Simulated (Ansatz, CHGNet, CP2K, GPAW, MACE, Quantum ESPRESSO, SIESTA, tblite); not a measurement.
# GPAW runs on phosphorene, 3 layers, N on P sites (72 atoms), part 2 of 2

How do the settings of GPAW change the result for phosphorene, 3 layers, N on P sites (72 atoms)? A plane-wave run serves as the yardstick.

Program: GPAW 26.7.0; the method stands at each step. Banners, paths, timers and routine set-up lines are dropped from the logs unmarked, and long logs keep their key lines alone; longer cuts are marked.

So far. Step 3 (PBE, grid h 0.2 Å): Against the first run (8.2 %), the force difference from the reference is 5.4 %, at 6.1 times the CPU time (on 4 against 1 cores). Step 4 (LDA, LCAO dzp, h 0.18 Å): Against the first run (8.2 %), the force difference from the reference is 6.2 %, at 0.72 times the CPU time; another functional landing nearer a PBE reference means that errors partly cancel.

**5. PBE, LCAO szp(dzp), h 0.18 Å**

Method: Kohn-Sham DFT, PBE, PAW, atomic orbitals (szp(dzp)).

Contents of run.py:

```python
import numpy as np
from ase.io import read
from gpaw import GPAW, FermiDirac

atoms = read("structure.xyz")
atoms.calc = GPAW(
    mode="lcao",
    basis="szp(dzp)",
    h=0.18,
    xc="PBE",
    kpts={"size": (1, 1, 1), "gamma": True},
    occupations=FermiDirac(0.05),
    maxiter=200,
    symmetry={"point_group": False},
    txt="gpaw.txt",
)
energy = atoms.get_potential_energy(force_consistent=True)
forces = atoms.get_forces()
print(f"energy {energy:.6f} eV")
print("forces (eV/A)")
for i, (a, f) in enumerate(zip(atoms, forces)):
    print(f"{i:4d} {a.symbol:2s} {f[0]:10.5f} {f[1]:10.5f} {f[2]:10.5f}")
print(f"Fermi level {atoms.calc.get_fermi_level():.4f} eV")
for k in range(len(atoms.calc.get_ibz_k_points())):
    for s in range(atoms.calc.get_number_of_spins()):
        e = atoms.calc.get_eigenvalues(kpt=k, spin=s)
        n = np.searchsorted(e, atoms.calc.get_fermi_level())
        print(f"k {k} spin {s} levels about the Fermi level:", np.round(e[max(n - 6, 0):n], 4).tolist(), "|", np.round(e[n:n + 6], 4).tolist())
```

Contents of structure.xyz:

```xyz
72
Lattice="10.33970 0.00000 0.00000 0.00000 9.10210 0.00000 0.00000 0.00000 29.17600" Properties=species:S:1:pos:R:3 pbc="T T T"
[... 72 atom lines left out: the same atoms as in the first run ...]
```

The run is started by

```
OMP_NUM_THREADS=1 python run.py > output.txt
```

The log of the run:

```text
energy -339.093410 eV
forces (eV/A)
   0 P     0.23335    2.51883    0.44757
   1 P    -0.16536    0.55789   -0.21014
   2 N    -0.28074   -1.68345   -2.62808
   3 P     1.60965    0.43273    2.67914
   4 P    -1.18594    1.14807    0.36955
   5 P     0.43488    0.76675   -0.10425
   6 P    -0.55711    0.56554    0.03828
   7 P    -0.56013   -0.79687   -0.07503
   8 P    -1.21702    1.50435    0.35600
   9 P     0.18790    0.93727    0.04061
  10 P    -0.26004    0.10274   -0.17981
  11 P     0.06130    2.77914    0.34454
  12 P     2.03917   -0.34365   -2.02438
  13 N    -0.18117   -1.88270    1.99367
  14 N    -0.01910   -1.71218   -2.21213
  15 P     0.02380   -1.61082    2.14194
  16 P     1.51059    1.03731    0.02927
  17 P     0.51251    0.39939    0.28523
  18 N    -0.04274   -1.89553   -2.53786
  19 P    -2.13429   -0.12934    2.44694
  20 P    -0.09856    1.87132   -2.27227
  21 N     0.22663   -1.67954    2.32253
  22 N    -0.06632   -1.96042   -2.27165
  23 P    -0.15521   -0.93089    2.19766
[...]
64 P     0.15000    2.42684    0.68987
  65 P     1.31187   -0.95274   -0.61801
  66 N     0.03487   -2.02739   -2.82963
  67 P    -1.53734    0.55014    2.56150
  68 P    -1.32026    0.31727   -2.10422
  69 N    -0.10395   -1.63212    1.98167
  70 P    -0.05942    0.82793   -2.32945
  71 N     0.09435    1.82770    2.24247
Fermi level -0.8415 eV
k 0 spin 0 levels about the Fermi level: [-1.7461, -1.7063, -1.6754, -1.4238, -1.2621, -1.1099] | [-0.5738, -0.3849, -0.3254, -0.3004, -0.1768, -0.1157]
```

gpaw.txt:

```text
Input parameters:
  mode=LCAO(),
  basis={'default': 'szp(dzp)'},
  h=0.18,
  kpts=MonkhorstPack(size=(1, 1, 1), gamma=True),
  maxiter=200,
  occupations=Occupations(name='fermi-dirac', width=0.05, fixmagmom=False),
  symmetry=Symmetry(point_group=False),
  xc=XC(name='PBE')
Unit cell  # Å
| periodic |         x |        y |         z |   lengths |    angles |
[... lines left out ...]
  Fermi-Dirac:
[... lines left out ...]
convergence criteria:
- Maximum [total energy] change in last 3 cyles: 0.0005 eV / valence electron
[... lines left out ...]
Converged in 24 steps
[... lines left out ...]
  Free energy:    -339.093410
  Extrapolated:   -339.090237
dipole moment: (46.123802, 13.108705, -0.670576)  # |e|*Ang
Fermi level: -0.841
Eigenvalues  # (at kpt = [0.000, 0.000, 0.000])
| band index |      eig [eV] | occ [0-2] |
|------------|---------------|-----------|
|          0 |       -15.374 |     2.000 |
|        ... |               |           |
|        172 |        -1.805 |     2.000 |
|        173 |        -1.767 |     2.000 |
[...]
|        187 |        -0.002 |     0.000 |
|        ... |               |           |
|        219 |         1.431 |     0.000 |
Gap: 0.536 eV
Transition (v -> c):
  (s=0, k=0, n=179, [0.00, 0.00, 0.00]) -> (s=0, k=0, n=180, [0.00, 0.00, 0.00])
No difference between direct/indirect transitions
Force computation time: 9.319  # s
timing:  # [seconds]
  Total:  156.072  # ━━━━━━━━━━━━━━━━━━━━━━━━━━━━━━━━━━━━━━━━━━━━━━━━━━━━━━━━
  Init:    11.260  # ━━━━
  SCF:    135.464  # ━━━━━━━━━━━━━━━━━━━━━━━━━━━━━━━━━━━━━━━━━━━━━━━━╸
  Forces:   9.319  # ━━━╸
```

It took 2.6 min on 1 thread of Arm Neoverse V1, shared host; peak memory 1.9 GiB.

Numbers from this run, and their distance from the reference:

| Property | Result |
| --- | --- |
| r.m.s. force component | 1.454 eV/Å |
| r.m.s. difference of force components | 485.5 meV/Å |
| longest difference of force vectors | 1272 meV/Å |
| force difference over r.m.s. force | 30.77 % |
| slope of forces against the reference's | 0.8774 |
| correlation of force components | 0.952 |
| gap (highest filled to lowest empty level) | 0.5361 eV |
| gap difference | 0.1499 eV |

This is a coarse setting, run to see what it loses.

Against the first run (8.2 %), the force difference from the reference is 31 %, at 0.88 times the CPU time, with 648 basis functions against 936: the smaller basis costs accuracy.

**6. PBE, LCAO dzp, h 0.18 Å, other mixer settings**

Method: Kohn-Sham DFT, PBE, PAW, atomic orbitals (dzp).

Edit run.py of step 5 so:

```diff
@@ -2,3 +2,3 @@
 from ase.io import read
-from gpaw import GPAW, FermiDirac
+from gpaw import GPAW, FermiDirac, Mixer
 
@@ -7,3 +7,3 @@
     mode="lcao",
-    basis="szp(dzp)",
+    basis="dzp",
     h=0.18,
@@ -12,2 +12,3 @@
     occupations=FermiDirac(0.05),
+    mixer=Mixer(0.03, 7, 100),
     maxiter=200,
```

structure.xyz is that of step 5.

The log of the run:

```text
energy -352.818165 eV
forces (eV/A)
   0 P     0.17354    2.59229   -0.06848
   1 P    -0.23002    0.01425    0.35514
   2 N    -0.25909   -1.87957   -2.74417
   3 P     1.20400    0.95737    2.70797
   4 P    -0.85685    1.34300   -0.13293
   5 P     0.33332   -0.04806    0.43048
[...]
69 N    -0.18802   -1.80489    2.26137
  70 P    -0.07030   -0.00640   -2.42958
  71 N     0.05844    2.01428    2.48633
Fermi level -0.8272 eV
k 0 spin 0 levels about the Fermi level: [-1.6498, -1.6377, -1.5975, -1.3496, -1.2006, -1.0353] | [-0.6194, -0.4275, -0.3802, -0.3334, -0.2072, -0.1885]
```

gpaw.txt:

```text
Input parameters:
  mode=LCAO(),
  basis={'default': 'dzp'},
  h=0.18,
  kpts=MonkhorstPack(size=(1, 1, 1), gamma=True),
  maxiter=200,
[... lines left out ...]
  occupations=Occupations(name='fermi-dirac', width=0.05, fixmagmom=False),
[... lines left out ...]
  Fermi-Dirac:
[... lines left out ...]
convergence criteria:
- Maximum [total energy] change in last 3 cyles: 0.0005 eV / valence electron
[... lines left out ...]
Converged in 23 steps
[... lines left out ...]
  Free energy:    -352.818165
[... lines left out ...]
Fermi level: -0.827
[... lines left out ...]
|        ... |               |           |
|        219 |         1.421 |     0.000 |
Gap: 0.416 eV
Transition (v -> c):
  (s=0, k=0, n=179, [0.00, 0.00, 0.00]) -> (s=0, k=0, n=180, [0.00, 0.00, 0.00])
No difference between direct/indirect transitions
Force computation time: 11.600  # s
timing:  # [seconds]
  Total:  178.317  # ━━━━━━━━━━━━━━━━━━━━━━━━━━━━━━━━━━━━━━━━━━━━━━━━━━━━━━━━
  Init:    11.383  # ━━━╸
  SCF:    155.309  # ━━━━━━━━━━━━━━━━━━━━━━━━━━━━━━━━━━━━━━━━━━━━━━━━━
  Forces:  11.601  # ━━━╸
```

The job ended after 3 min (1 thread; peak memory 1.7 GiB).

Against the reference:

```
r.m.s. force component                           : 1.518 eV/Å
r.m.s. difference of force components            : 128.5 meV/Å
longest difference of force vectors              : 324.5 meV/Å
force difference over r.m.s. force               : 8.146 %
slope of forces against the reference's          : 0.959
correlation of force components                  : 0.9973
gap (highest filled to lowest empty level) : 0.4159 eV
gap difference                                   : 0.0297 eV
energy less the same-level run's                 : 0 meV/atom
r.m.s. force difference from the same-level run  : 5.149 meV/Å
```

Against the first run (8.2 %), the force difference from the reference is 8.1 %, at 1.0 times the CPU time: another solver or mixer reaches the same state.

**7. The ladder**

Differences are against the plane-wave reference, forces as r.m.s. over components; share is that over the reference's r.m.s. force, slope the least-squares factor from reference forces to these. Total energies of different programs have different zeros and aren't compared.

| run | Δ force, r.m.s. (meV/Å) | share (%) | slope | Δ gap (eV) | cores | CPU time | memory (GiB) |
| --- | --- | --- | --- | --- | --- | --- | --- |
| reference | - | - | - | - | 4 | 1.9 min | 2.3 |
| GPAW PBE, LCAO dzp, h 0.18 Å | 129 | 8.19 | 0.959 | 0.0299 | 1 | 3 min | 1.9 |
| GPAW PBE, grid h 0.2 Å | 84.7 | 5.37 | 1.017 | -0.0035 | 4 | 18 min | 3.8 |
| GPAW LDA, LCAO dzp, h 0.18 Å | 98.3 | 6.23 | 1.018 | -0.0375 | 1 | 2.2 min | 1.9 |
| GPAW PBE, LCAO szp(dzp), h 0.18 Å (coarse) | 486 | 30.8 | 0.877 | 0.150 | 1 | 2.6 min | 1.9 |
| GPAW PBE, LCAO dzp, h 0.18 Å, other mixer settings | 129 | 8.15 | 0.959 | 0.0297 | 1 | 3 min | 1.7 |

Rows marked coarse were listed beforehand as settings not expected to be converged; some can still land near the reference.

CPU time is summed over cores on a shared host, where runs went side by side, so it is rough. Symmetry, cutoffs, thresholds, outputs and thread counts weren't matched or tuned between programs; memory under MPI is the largest rank's times the ranks.

Within one program, basis, potentials and functional, energies share a zero. Each run against its twin at the usual cutoff or grid and solver:

| run | twin | Δ energy (meV/atom) | Δ force, r.m.s. (meV/Å) | CPU time over the twin's |
| --- | --- | --- | --- | --- |
| GPAW PBE, LCAO dzp, h 0.18 Å, other mixer settings | LCAO dzp, h 0.18 Å | 0 | 5.15 | 1 |

**8. What came out**

| Item | Value |
| --- | --- |
| nearest in forces | GPAW PBE, grid h 0.2 Å, 5.4 % |
| its CPU time | 18 min |

In words: PBE on plane waves or a grid with other potentials, cutoffs or grids, coarse settings apart, differs from the reference by 5.4 % (GPAW PBE, grid h 0.2 Å) of the r.m.s. force; this holds the reference's own error, so differences of a few per cent don't tell which side is nearer the exact PBE result. The PBE runs in local orbitals, coarse settings apart, differ by 8.1 % (GPAW PBE, LCAO dzp, h 0.18 Å, other mixer settings) to 8.2 % (GPAW PBE, LCAO dzp, h 0.18 Å); basis, grid and potentials can all enter. Rows with another functional or a dispersion term differ by 6.2 % (GPAW LDA, LCAO dzp, h 0.18 Å), which mixes the change of model with differences of basis and potentials. Runs with settings chosen to be coarse differ by 31 % (GPAW PBE, LCAO szp(dzp), h 0.18 Å), their programs' other errors included. None of the electronic-structure runs in the table takes under half the reference's CPU time of 1.9 min; they take 1.2 to 9.8 times as much. At the same functional, gaps differ from the reference's 0.386 eV by between -0.00 and +0.15 eV. These are spacings on the run's k-points, which needn't hold the band edges. The electronic-structure runs sample only Γ, in a cell whose shortest periodic width is 9 Å.

[Also dropped from logs without a mark: logging warnings of Python, and SIESTA's first energy breakdown and zero terms.]

[Logs are printed without paths, hosts, clocks, repeated set-up lines and the standing remarks that a program may print on its own settings, such as how far it seeks lower states.]

[Hosts, paths, dates, database ids (printed as entryN), source tags and the programs' standing remarks are cut or masked in the printed files.]
